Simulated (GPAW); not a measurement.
# Sb (buckled honeycomb monolayer): G0W0 on several meshes in GPAW

Wanted: mesh dependence and cost of G0W0 for Sb (buckled honeycomb monolayer).

Method: LDA and many-body steps on it, plane waves, in GPAW 26.7.0.

## Step 1: Set-up

The cell holds 2 atoms: 2 Sb. Its edges and angles: a = 3.989 Å, b = 3.989 Å, c = 12.500 Å, α = 90.0°, β = 90.0°, γ = 120.0°. Vacuum lies along c.

As a file:

```xyz
2
Lattice="3.9887 0.0000 0.0000 -1.9944 3.4543 0.0000 0.0000 0.0000 12.5000" Properties=species:S:1:pos:R:3
Sb    0.0000    2.3029    5.4360
Sb    1.9944    1.1514    7.0640
```

The structure was relaxed with LDA. The runs that relaxed it are not among those shown. Spin-orbit coupling is left out unless a step names it.

## Step 2: Empty states on the mesh, 6×6×1 mesh, 289 bands

This step: GPAW 26.7.0; DFT, LDA, plane waves, PAW.

The sums over transitions need many empty states on a uniform mesh; this step solves for them.

run.py

```python
import json
import numpy as np
from gpaw.mpi import world
from gpaw import GPAW

calc = GPAW('gs.gpw').fixed_density(kpts={'size': (6, 6, 1), 'gamma': True},
    parallel={'domain': 1, 'band': 1},
    txt='nscf.txt')
calc.diagonalize_full_hamiltonian(nbands=289)
calc.write('full.gpw', mode='all')
res = {}
kpts = calc.get_ibz_k_points()
res['kpts'] = kpts
res['eigenvalues'] = [calc.get_eigenvalues(kpt=k) for k in range(len(kpts))]
res['n_electrons'] = calc.get_number_of_electrons()

if world.rank == 0:
    with open('result.json', 'w') as f:
        json.dump(res, f, default=lambda x: x.tolist())
```

Launch:

```
$ mpirun -n 4 gpaw python run.py
```

Numbers of over 12 decimals in the logs are rounded to 6 here.

Log:

```text
Diagonalizing LCAO Hamiltonian
Converting LCAO to pw mode
convergence criteria:
- Maximum integral of absolute [eigenst]ate change: 4e-08 eV^2 / valence electron
maximum number of iterations: 100

SCF iterations
|iter     |     time |      energy | eigst |  dens |
|iter:   1|  |             | +1.76 |       |
|iter:   2|  |             | +0.22 |       |
|iter:   3|  |             | -0.66 |       |
[...]
|iter:  11|  |             | -6.75 |       |
|iter:  12|  |             | -7.40 |       |
|iter:  13|  |             | -7.51c|       |
SCF steps: 13
  __  _  _
 | _ |_)|_||  |
 |__||  | ||/\| - 26.7.0

Input parameters:
  mode=PW(ecut=450.000000),
  convergence={'density': 1e-06, 'bands': -3},
  gpts=array([20, 20, 63]),
  kpts=MonkhorstPack(size=(6, 6, 1), gamma=True),
  maxiter=100,
  nbands=22,
  occupations=Occupations(name='fermi-dirac', width=0.001, fixmagmom=False),
  parallel={'domain': 1, 'band': 1},
  xc=XC(name='LDA')
Matrix size: 3679x3679
# Writing to full.gpw (mode='all')
  [... matrices ...]

timing:  # [seconds]
  Total: 94.599  # ━━━━━━━━━━━━━━━━━━━━━━━━━━━━━━━━━━━━━━━━━━━━━━━━━━━━━━━━━━
```

It took 100 s on 4 MPI ranks of Arm Neoverse V1, shared host; peak memory 4.6 GiB.

Numbers from this step:

| Quantity | Value |
| --- | --- |
| gap | 1.070 eV |
| k of the valence top | 0, 0, 0 |
| k of the conduction bottom | 0.3333, 0, 0 |
| least direct gap | 1.710 eV |
| k points computed | 7 |
| lowest point of the top converged band, above the valence top | 75.9299 eV |

On this mesh the gap is 1.070 eV.

## Step 3: 6×6×1

Now the one-shot GW correction: screening in the RPA, then the self-energy of the levels asked for.

This step: G0W0 on LDA, plane waves, PAW.

run.py

```python
import json
import numpy as np
from gpaw.mpi import world
from gpaw.response.g0w0 import G0W0

gw = G0W0('full.gpw',
    filename='gw',
    kpts=[0, 3],
    bands=(13, 17),
    ecut=24,
    nbands=45,
    truncation='2D',
    integrate_gamma='sphere',
    q0_correction=True,
    frequencies={'type': 'nonlinear', 'domega0': 0.15, 'omega2': 15.0},
    eta=0.1,
    nblocksmax=True)
gw.calculate()
res = {mode: {k: v for k, v in r.items() if k != 'sigma_eskwn'}
       for mode, r in gw.all_results.items()}

if world.rank == 0:
    with open('result.json', 'w') as f:
        json.dump(res, f, default=lambda x: x.tolist())
```

Launch:

```
$ mpirun -n 4 gpaw python run.py
```

Log:

```text
Using integrator: PointIntegrator
NonLinearFrequencyDescriptor(from 0.000 to 47.511 eV, 138 points)
Nonperiodic BCs:  [False False  True]
Using integrator: PointIntegrator
NonLinearFrequencyDescriptor(from 0.000 to 47.511 eV, 138 points)
Nonperiodic BCs:  [False False  True]
Applying analytical 2D correction to W:
    Evaluating Gamma point contribution to W on a 19x19x1 grid
  ___  _ _ _
 |   || | | |
 | | || | | |
 |__ ||_____|
 |___|

BZ k-points: Symmetries present (total): 12

  [... matrices ...]
36 k-points: 6 x 6 x 1 Monkhorst-Pack grid + [1/12,1/12,0.000000]
7 k-points in the irreducible part of the Brillouin zone
       k-points in crystal coordinates                weights
   0:     0.00000000    0.00000000    0.00000000          1/36
   1:     0.16666667    0.00000000    0.00000000          6/36
   2:     0.33333333   -0.16666667    0.00000000          6/36
   3:     0.33333333    0.00000000    0.00000000          6/36
   4:     0.33333333    0.33333333    0.00000000          2/36
   5:     0.50000000    0.33333333    0.00000000         12/36
   6:     0.50000000    0.50000000    0.00000000          3/36

Distributing spins, k-points and bands (1 x 2 x 4) over 1 process
Number of blocks: 4

Quasi particle states:
k-points (IBZ indices): [0, 3]
Band range: (13, 17)
  [... matrices ...]
Computational parameters:
Plane wave cut-off: 24 eV
Number of bands: 45
Coulomb cutoff: 2D
Broadening: 0.1 eV

fxc modes: GW
Kernel: RPA
Using full-frequency real axis integration
Summing all q:

Calculating screened Coulomb potential
2D Coulomb truncation
NonLinearFrequencyDescriptor(from 0.000 to 47.511 eV, 138 points)
Removing empty qpoint cache files...

Calculating chi0 body with:
    Ground state adapter containing:
    Number of spins: 1
    Number of kpoints: 36
    Number of irreducible kpoints: 7
    Number of completely occupied states: 15
    Number of partially occupied states: 15
    Occupied states memory: 5.767822265625 M / cpu

    Linear response parametrization:
    q_c: [1.3877787807814457e-17, 1.3877787807814457e-17, 0.0]
    Number of frequency points: 138
    Planewave cutoff: 24.0
    Number of bands: 45
    Number of planewaves: 51
    Broadening (eta): 0.1
    comm.size: 4
    kncomm.size: 1
    blockcomm.size: 4

    Memory estimate of potentially large arrays:
        chi0_wGG: 1.369240 M / cpu
Integrating chi0 body.

Symmetries of q_c:
    Direct symmetries (Uq -> q): 12
    Indirect symmetries (TUq -> q): 0
In total 12 allowed symmetries.

  [... matrices ...]
7 groups of equivalent kpoints. 80.555556% reduction.

Integral kind: spectral function
Integrating chi0 head and wings.

Symmetries of q_c:
    Direct symmetries (Uq -> q): 12
    Indirect symmetries (TUq -> q): 0
In total 12 allowed symmetries.

  [... matrices ...]
7 groups of equivalent kpoints. 80.555556% reduction.

Integral kind: spectral function wings

Calculating chi0 body with:
    Ground state adapter containing:
    Number of spins: 1
    Number of kpoints: 36
    Number of irreducible kpoints: 7
    Number of completely occupied states: 15
    Number of partially occupied states: 15
[... the further q-points ...]

Results:
f:      Occupation numbers
eps:     KS-eigenvalues [eV]
vxc:     KS vxc [eV]
exx:     Exact exchange [eV]
sigma:   Self-energies [eV]
dsigma:  Self-energy derivatives
Z:       Renormalization factors
qp:      QP-energies [eV]

k-point 0 (0): (0.000, 0.000, 0.000)                GW
band       f     eps     vxc     exx   sigma  dsigma       Z      qp
                                                                   GW
  13   1.000  -1.054 -14.476 -15.077   1.317  -0.335   0.749  -0.518
  14   1.000  -1.054 -14.476 -15.077   1.317  -0.335   0.749  -0.518
  15   0.000   0.656 -13.403  -9.175  -2.151  -0.323   0.756   2.225
  16   0.000   1.810 -13.630  -9.221  -2.302  -0.391   0.719   3.324

k-point 1 (3): (0.333, 0.000, 0.000)                GW
band       f     eps     vxc     exx   sigma  dsigma       Z      qp
                                                                   GW
  13   1.000  -2.480 -13.602 -14.910   1.756  -0.377   0.726  -2.155
  14   1.000  -2.079 -12.713 -13.989   1.572  -0.382   0.723  -1.865
  15   0.000   0.016 -11.193  -7.720  -1.960  -0.336   0.749   1.149
  16   0.000   1.911 -11.090  -6.845  -2.607  -0.378   0.726   3.099
```

The job ended after 20 s (4 MPI ranks; peak memory 1 GiB; 80 s of CPU time).

Numbers from this step:

| Property | Result |
| --- | --- |
| G0W0 gap on the points computed | 1.667 eV |
| least direct G0W0 gap on the computed points | 2.743 eV |
| Z at the valence top | 0.7489 |
| Z at the conduction bottom | 0.7485 |
| starting gap on the mesh | 1.070 eV |
| k of the valence top | 0, 0, 0 |
| k of the conduction bottom | 0.3333, 0, 0 |

The gap on the mesh goes from 1.07 eV to 1.67 eV, a correction of +0.60 eV.

## Step 4: Empty states on the mesh, 9×9×1 mesh, 55 bands

This step: DFT, LDA, plane waves, PAW.

run.py

```python
import json
import numpy as np
from gpaw.mpi import world
from gpaw import GPAW

calc = GPAW('gs.gpw').fixed_density(kpts={'size': (9, 9, 1), 'gamma': True},
    nbands=64,
    convergence={'bands': 55},
    txt='nscf.txt')
calc.write('full.gpw', mode='all')
res = {}
kpts = calc.get_ibz_k_points()
res['kpts'] = kpts
res['eigenvalues'] = [calc.get_eigenvalues(kpt=k) for k in range(len(kpts))]
res['n_electrons'] = calc.get_number_of_electrons()

if world.rank == 0:
    with open('result.json', 'w') as f:
        json.dump(res, f, default=lambda x: x.tolist())
```

Launch:

```
$ mpirun -n 4 gpaw python run.py
```

Log:

```text
Diagonalizing LCAO Hamiltonian
Converting LCAO to pw mode
convergence criteria:
- Maximum integral of absolute [eigenst]ate change: 4e-08 eV^2 / valence electron
maximum number of iterations: 100

SCF iterations
|iter     |     time |      energy | eigst |  dens |
|iter:   1|  |             | +3.63 |       |
|iter:   2|  |             | +2.32 |       |
|iter:   3|  |             | +1.47 |       |
[...]
|iter:  12|  |             | -6.72 |       |
|iter:  13|  |             | -7.26 |       |
|iter:  14|  |             | -7.70c|       |
SCF steps: 14
  __  _  _
 | _ |_)|_||  |
 |__||  | ||/\| - 26.7.0

Input parameters:
  mode=PW(ecut=450.000000),
  convergence={'bands': 55},
  gpts=array([20, 20, 63]),
  kpts=MonkhorstPack(size=(9, 9, 1), gamma=True),
  maxiter=100,
  nbands=64,
  occupations=Occupations(name='fermi-dirac', width=0.001, fixmagmom=False),
  parallel={},
  xc=XC(name='LDA')
# Writing to full.gpw (mode='all')
  [... matrices ...]

timing:  # [seconds]
  Total: 0.044  # ━━━━━━━━━━━━━━━━━━━━━━━━━━━━━━━━━━━━━━━━━━━━━━━━━━━━━━━━━━━
```

The job ended after 18 s (4 MPI ranks; peak memory 0.82 GiB; 72 s of CPU time).

This step gave:

```yaml
gap: 1.070 eV
k_of_the_valence_top: 0, 0, 0
k_of_the_conduction_bottom: 0.3333, 0, 0
least_direct_gap: 1.710 eV
k_points_computed: 12
lowest_point_of_the_top_converged_band_above_the_valence_top: 20.48 eV
```

On this mesh the gap is 1.070 eV.

## Step 5: 9×9×1

This step: G0W0 on LDA, plane waves, PAW.

run.py

```python
import json
import numpy as np
from gpaw.mpi import world
from gpaw.response.g0w0 import G0W0

gw = G0W0('full.gpw',
    filename='gw',
    kpts=[0, 5],
    bands=(13, 17),
    ecut=24,
    nbands=45,
    truncation='2D',
    integrate_gamma='sphere',
    q0_correction=True,
    frequencies={'type': 'nonlinear', 'domega0': 0.15, 'omega2': 15.0},
    eta=0.1,
    nblocksmax=True)
gw.calculate()
res = {mode: {k: v for k, v in r.items() if k != 'sigma_eskwn'}
       for mode, r in gw.all_results.items()}

if world.rank == 0:
    with open('result.json', 'w') as f:
        json.dump(res, f, default=lambda x: x.tolist())
```

Launch:

```
$ mpirun -n 4 gpaw python run.py
```

Log:

```text
Using integrator: PointIntegrator
NonLinearFrequencyDescriptor(from 0.000 to 48.321 eV, 139 points)
Nonperiodic BCs:  [False False  True]
Using integrator: PointIntegrator
NonLinearFrequencyDescriptor(from 0.000 to 48.321 eV, 139 points)
Nonperiodic BCs:  [False False  True]
Applying analytical 2D correction to W:
    Evaluating Gamma point contribution to W on a 13x13x1 grid
  ___  _ _ _
 |   || | | |
 | | || | | |
 |__ ||_____|
 |___|

BZ k-points: Symmetries present (total): 12

  [... matrices ...]
81 k-points: 9 x 9 x 1 Monkhorst-Pack grid
12 k-points in the irreducible part of the Brillouin zone
       k-points in crystal coordinates                weights
   0:     0.00000000    0.00000000    0.00000000          1/81
   1:     0.11111111    0.00000000    0.00000000          6/81
   2:     0.22222222   -0.11111111    0.00000000          6/81
[...]
9:     0.44444444    0.00000000    0.00000000          6/81
          ...
  11:     0.44444444    0.44444444    0.00000000          6/81

Distributing spins, k-points and bands (1 x 2 x 4) over 1 process
Number of blocks: 4

Quasi particle states:
k-points (IBZ indices): [0, 5]
Band range: (13, 17)
  [... matrices ...]
Computational parameters:
Plane wave cut-off: 24 eV
Number of bands: 45
Coulomb cutoff: 2D
Broadening: 0.1 eV

fxc modes: GW
Kernel: RPA
Using full-frequency real axis integration
Summing all q:

Calculating screened Coulomb potential
2D Coulomb truncation
NonLinearFrequencyDescriptor(from 0.000 to 48.321 eV, 139 points)
Removing empty qpoint cache files...

Calculating chi0 body with:
    Ground state adapter containing:
    Number of spins: 1
    Number of kpoints: 81
    Number of irreducible kpoints: 12
    Number of completely occupied states: 15
[...]
Linear response parametrization:
    q_c: [0.0, 0.0, 0.0]
    Number of frequency points: 139
    Planewave cutoff: 24.0
    Number of bands: 45
    Number of planewaves: 51
    Broadening (eta): 0.1
    comm.size: 4
    kncomm.size: 1
    blockcomm.size: 4

    Memory estimate of potentially large arrays:
        chi0_wGG: 1.379162 M / cpu
Integrating chi0 body.

Symmetries of q_c:
    Direct symmetries (Uq -> q): 12
    Indirect symmetries (TUq -> q): 0
In total 12 allowed symmetries.

  [... matrices ...]
12 groups of equivalent kpoints. 85.185185% reduction.

Integral kind: spectral function
Integrating chi0 head and wings.

Symmetries of q_c:
    Direct symmetries (Uq -> q): 12
    Indirect symmetries (TUq -> q): 0
In total 12 allowed symmetries.

  [... matrices ...]
12 groups of equivalent kpoints. 85.185185% reduction.

Integral kind: spectral function wings

Calculating chi0 body with:
    Ground state adapter containing:
    Number of spins: 1
    Number of kpoints: 81
    Number of irreducible kpoints: 12
    Number of completely occupied states: 15
    Number of partially occupied states: 15
[... the further q-points ...]

Results:
f:      Occupation numbers
eps:     KS-eigenvalues [eV]
vxc:     KS vxc [eV]
exx:     Exact exchange [eV]
sigma:   Self-energies [eV]
dsigma:  Self-energy derivatives
Z:       Renormalization factors
qp:      QP-energies [eV]

k-point 0 (0): (0.000, 0.000, 0.000)                GW
band       f     eps     vxc     exx   sigma  dsigma       Z      qp
                                                                   GW
  13   1.000  -1.054 -14.476 -14.961   1.229  -0.322   0.756  -0.491
  14   1.000  -1.054 -14.476 -14.961   1.229  -0.322   0.756  -0.491
  15   0.000   0.656 -13.403  -9.307  -2.028  -0.309   0.764   2.235
[...]
k-point 1 (5): (0.333, 0.000, 0.000)                GW
band       f     eps     vxc     exx   sigma  dsigma       Z      qp
                                                                   GW
[...]
15   0.000   0.016 -11.193  -7.766  -1.904  -0.327   0.754   1.164
  16   0.000   1.911 -11.090  -6.864  -2.586  -0.369   0.731   3.109
```

Elapsed: 54 s, on 4 MPI ranks; peak memory 1.9 GiB.

Numbers from this step:

* G0W0 gap on the points computed: 1.655 eV
* least direct G0W0 gap on the computed points: 2.726 eV
* Z at the valence top: 0.7565
* Z at the conduction bottom: 0.7537
* starting gap on the mesh: 1.070 eV
* k of the valence top: 0, 0, 0
* k of the conduction bottom: 0.3333, 0, 0

Against G0W0 in GPAW (6×6×1 mesh, 45 bands, screening to 24 eV, full frequency, Hilbert transform), the gap moves by −0.012 eV.

## Step 6: Side by side

Times are wall times on 4 MPI ranks of Arm Neoverse V1, shared host, good to a factor of about two.

```csv
run,mesh,bands,screening cutoff (eV),DFT gap (eV),gap on the mesh (eV),direct (eV),time
6×6×1,6×6×1,45,24,1.070,1.667,2.743,20 s
9×9×1,9×9×1,45,24,1.070,1.655,2.726,54 s
```

## Step 7: Outcome

* 6×6×1: 1.667 eV
* 9×9×1: 1.655 eV
* known limits: not at the basis limit; no spin-orbit coupling

In words: 9×9×1: −0.012 eV against 6×6×1. Bands and cutoff are finite, so the gap is not at the basis limit. The miss can reach some tenths of an eV and take either sign; the mesh is an error of its own. These stock PAW sets were not made for GW. In the G0W0 runs levels were corrected at 2 k points alone, so a gap called «on the mesh» is the least over those, and an edge elsewhere would be missed. Mesh or cutoff lie under what a gap needs, so these runs test behaviour and cost; their gaps are not to be quoted. The many-body steps are scalar-relativistic: spin-orbit coupling is not in them.

[Paths, hosts, dates, memory and timing lines, banners, echoed tables and standing remarks are left out of the program output.]

[Logs are printed without paths, hosts, clocks, repeated set-up lines and the standing remarks that a program may print on its own settings, such as how far it seeks lower states.]

[Runs of the session that timed out or met a known fault of the program may be left out.]

[Hosts, paths, dates, database ids (printed as entryN), source tags and the programs' standing remarks are cut or masked in the printed files.]
